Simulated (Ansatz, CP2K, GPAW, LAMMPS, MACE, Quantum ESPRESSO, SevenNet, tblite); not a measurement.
# CP2K runs on amorphous Ge (66 atoms), part 3 of 3

How do the settings of CP2K change the result for amorphous Ge (66 atoms)? A plane-wave run serves as the yardstick.

Program: CP2K 2026.2; the method stands at each step. Banners, paths, timers and routine set-up lines are dropped from the logs unmarked, and long logs keep their key lines alone; longer cuts are marked.

So far. Step 6 (PBE, DZVP-MOLOPT (SR for Ge), 350/50 Ry …): Against the first run (13 %), the force difference from the reference is 11 %, at 0.69 times the CPU time, with 858 basis functions against 858; this set comes with other potentials too, so the change isn't the basis's alone. Step 7 (PBE, DZVP-UZH, 350/20 Ry, diagonalisation): Against the first run (13 %), the force difference from the reference is 14 %, at 0.67 times the CPU time: the grid matters here.

**8. PBE, DZVP-UZH, 122/50 Ry, diagonalisation**

Method: Kohn-Sham DFT, PBE, GTH-PBE pseudopotentials, Gaussian and plane waves, DZVP-MOLOPT (UZH set), diagonalisation.

Input file input.inp:

```
&GLOBAL
  PROJECT cell
  RUN_TYPE ENERGY_FORCE
  PRINT_LEVEL LOW
&END GLOBAL
&FORCE_EVAL
  METHOD QS
  STRESS_TENSOR ANALYTICAL
  &DFT
    BASIS_SET_FILE_NAME BASIS_MOLOPT_UZH
    POTENTIAL_FILE_NAME POTENTIAL_UZH
    &MGRID
      CUTOFF 122
      REL_CUTOFF 50
    &END MGRID
    &QS
      EPS_DEFAULT 1.0E-12
    &END QS
    &SCF
      SCF_GUESS ATOMIC
      EPS_SCF 5.0E-06
      MAX_SCF 200
      ADDED_MOS 29
      &DIAGONALIZATION
        ALGORITHM STANDARD
      &END DIAGONALIZATION
      &SMEAR ON
        METHOD FERMI_DIRAC
        ELECTRONIC_TEMPERATURE [K] 580
      &END SMEAR
      &MIXING
        METHOD BROYDEN_MIXING
        ALPHA 0.15
        NBROYDEN 12
      &END MIXING
      &PRINT
        &RESTART OFF
        &END RESTART
      &END PRINT
    &END SCF
    &XC
      &XC_FUNCTIONAL PBE
      &END XC_FUNCTIONAL
    &END XC
    &PRINT
      &MULLIKEN ON
      &END MULLIKEN
      &HIRSHFELD ON
        SHAPE_FUNCTION DENSITY
      &END HIRSHFELD
      &MO ON
        EIGENVALUES T
        OCCUPATION_NUMBERS T
        MO_INDEX_RANGE 121 144
        &EACH
          QS_SCF 0
        &END EACH
        ADD_LAST NUMERIC
      &END MO
    &END PRINT
  &END DFT
  &SUBSYS
    &CELL
      A 11.53150 0.00000 0.00000
      B 0.00000 11.53150 0.00000
      C 0.00000 0.00000 11.53150
    &END CELL
    &COORD
[... 66 atom lines left out: the same atoms as in the first run ...]
    &END COORD
    &KIND Ge
      BASIS_SET DZVP-MOLOPT-PBE-GTH-q4
      POTENTIAL GTH-PBE-q4
    &END KIND
  &END SUBSYS
  &PRINT
    &FORCES ON
    &END FORCES
    &STRESS_TENSOR ON
    &END STRESS_TENSOR
  &END PRINT
&END FORCE_EVAL
```

Launch:

```console
$ OMP_NUM_THREADS=2 cp2k.psmp -i input.inp > output.txt
```

Numbers of over 12 decimals in the logs are rounded to 6 here.

Output:

```text
CP2K| version string:                                       CP2K version 2026.2
 CP2K| Input file name                                                 input.inp
 GLOBAL| Basis set file name                                    BASIS_MOLOPT_UZH
 GLOBAL| Potential file name                                       POTENTIAL_UZH
[... lines left out ...]
 Number of electrons:                                                        264
[... lines left out ...]
  Step     Update method      Time    Convergence         Total energy    Change
[... lines left out ...]
  *** SCF run converged in    17 steps ***
[... lines left out ...]
  Fermi energy:                                                 0.149370
  Total energy:                                              -258.720959
  Total energy (extrapolated to T->0):                       -258.716897
[... lines left out ...]
 MO| E(Fermi):            0.149370 a.u.          4.064563 eV
[... lines left out ...]
 ENERGY| Total FORCE_EVAL ( QS ) energy [hartree]           -258.720896
[... lines left out ...]
 FORCES|      1  3.58425732E-03  1.26746734E-03  2.33368138E-03   4.46087915E-03
 FORCES|      2 -5.51308559E-03  1.92316188E-03  6.44033902E-03   8.69313701E-03
 FORCES|      3  1.96015902E-03 -3.92509434E-03  9.73783151E-04   4.49408974E-03
[...]
FORCES|     65  4.58489833E-03 -2.83817708E-04 -2.86330005E-03   5.41297814E-03
 FORCES|     66  2.38861621E-03 -4.06013672E-03 -2.02773827E-03   5.12853976E-03
 FORCES| Sum     6.32741493E-05  2.51522271E-04  3.94106682E-05
 FORCES| Total atomic force                                       2.62336181E-04
 STRESS| Analytical stress tensor [bar]
 STRESS|                        x                   y                   z
 STRESS|      x        4.43209199144E+04   2.56217840267E+03   2.75934072928E+03
 STRESS|      y        2.56217840267E+03   4.42785598787E+04   1.06386544002E+04
 STRESS|      z        2.75934072928E+03   1.06386544002E+04   2.01035994658E+04
 STRESS| 1/3 Trace                                             3.62343597530E+04
```

Run time: 97 s. Hardware: 2 threads of Intel Xeon Platinum 8259CL at 2.50GHz (Skylake/Cascade Lake), shared host; peak memory 0.81 GiB.

Numbers from this run, and their distance from the reference:

- r.m.s. force component: 0.2364 eV/Å
- r.m.s. difference of force components: 28.86 meV/Å
- longest difference of force vectors: 94.13 meV/Å
- force difference over r.m.s. force: 12.51 %
- slope of forces against the reference's: 1.017
- correlation of force components: 0.9927
- pressure: 3.623 GPa
- pressure difference: 0.6076 GPa
- energy less the same-level run's: 0.0051 meV/atom
- r.m.s. force difference from the same-level run: 0.751 meV/Å

This is a coarse setting, run to see what it loses.

Against the first run (13 %), the force difference from the reference is 13 %, at 0.58 times the CPU time: the change moves forces by 0.75 meV/Å r.m.s., so most of the difference comes from elsewhere.

**9. All runs compared**

Differences are against the plane-wave reference, forces as r.m.s. over components; share is that over the reference's r.m.s. force, slope the least-squares factor from reference forces to these. Total energies of different programs have different zeros and aren't compared.

```
                                                            run  Δ force, r.m.s. (meV/Å)  share (%)  slope  Δ pressure (GPa)  cores  CPU time  memory (GiB)
                                                      reference                        -          -      -                 -      4   2.4 min           2.4
                 CP2K PBE, DZVP-UZH, 350/50 Ry, diagonalisation                     28.9       12.5  1.017             0.608      2   5.2 min           2.2
                CP2K PBE, TZV2P-UZH, 350/50 Ry, diagonalisation                     12.4       5.39  1.022             0.446      4    18 min           5.0
                 CP2K PBE, DZVP-UZH, 489/50 Ry, diagonalisation                     28.9       12.5  1.017             0.608      4   8.3 min           5.0
CP2K TPSS, PBE potentials, DZVP-UZH, 350/50 Ry, diagonalisation                     39.6       17.2  1.043             0.830      4    14 min           3.8
  CP2K PBE, DZVP-MOLOPT (SR for Ge), 350/50 Ry, diagonalisation                     25.0       10.8  1.012             0.846      2   3.6 min           2.2
        CP2K PBE, DZVP-UZH, 350/20 Ry, diagonalisation (coarse)                     31.6       13.7  1.021              0.69      2   3.5 min           2.2
        CP2K PBE, DZVP-UZH, 122/50 Ry, diagonalisation (coarse)                     28.9       12.5  1.017             0.608      2     3 min          0.81
```

Rows marked coarse were listed beforehand as settings not expected to be converged; some can still land near the reference.

CPU time is summed over cores on a shared host, where runs went side by side, so it is rough. Symmetry, cutoffs, thresholds, outputs and thread counts weren't matched or tuned between programs; memory under MPI is the largest rank's times the ranks.

Within one program, basis, potentials and functional, energies share a zero. Each run against its twin at the usual cutoff or grid and solver:

```
                                           run                                  twin  Δ energy (meV/atom)  Δ force, r.m.s. (meV/Å)        CPU time over the twin's
CP2K PBE, DZVP-UZH, 489/50 Ry, diagonalisation  DZVP-UZH, 350/50 Ry, diagonalisation               1.0e-4                    0.002  1.6 (this twin ran on 2 cores)
CP2K PBE, DZVP-UZH, 350/20 Ry, diagonalisation  DZVP-UZH, 350/50 Ry, diagonalisation                -2.08                     12.2                            0.67
CP2K PBE, DZVP-UZH, 122/50 Ry, diagonalisation  DZVP-UZH, 350/50 Ry, diagonalisation               0.0051                    0.751                            0.58
```

Further runs of this program without a result: CP2K GFN1-xTB, diagonalisation (not converged).

**10. What came out**

```json
{
  "nearest in forces": "CP2K PBE, TZV2P-UZH, 350/50 Ry, diagonalisation, 5.4 %",
  "its CPU time": "18 min"
}
```

What this shows: The PBE runs in local orbitals, coarse settings apart, differ by 5.4 % (CP2K PBE, TZV2P-UZH, 350/50 Ry, diagonalisation) to 13 % (CP2K PBE, DZVP-UZH, 350/50 Ry, diagonalisation); basis, grid and potentials can all enter. Rows with another functional or a dispersion term differ by 17 % (CP2K TPSS, PBE potentials, DZVP-UZH, 350/50 Ry, diagonalisation), which mixes the change of model with differences of basis and potentials, some of them made for another functional. Runs with settings chosen to be coarse differ by 13 % (CP2K PBE, DZVP-UZH, 122/50 Ry, diagonalisation) to 14 % (CP2K PBE, DZVP-UZH, 350/20 Ry, diagonalisation), their programs' other errors included. None of the electronic-structure runs in the table takes under half the reference's CPU time of 2.4 min; they take 1.3 to 7.6 times as much. The potentials hold different valence shells: 924 electrons in the reference, 264 in CP2K with DZVP-MOLOPT; this bears on time and differences. The quench rate of 5 K/ps is many orders above laboratory rates, so the cell is likely richer in defects and strain than a real sample. The network of bonds at the start is that of the classical potential that made the cell, and needn't be the one that DFT or experiment would give. The reference's pressure of 3.0 GPa belongs to a cell and atoms that aren't relaxed at this level. The electronic-structure runs sample only Γ, in a cell whose shortest periodic width is 12 Å, which is coarse for a cell with partly filled levels.

[Also dropped from logs without a mark: logging warnings of Python, and SIESTA's first energy breakdown and zero terms.]

[Logs are printed without paths, hosts, clocks, repeated set-up lines and the standing remarks that a program may print on its own settings, such as how far it seeks lower states.]

[Hosts, paths, dates, database ids (printed as entryN), source tags and the programs' standing remarks are cut or masked in the printed files.]
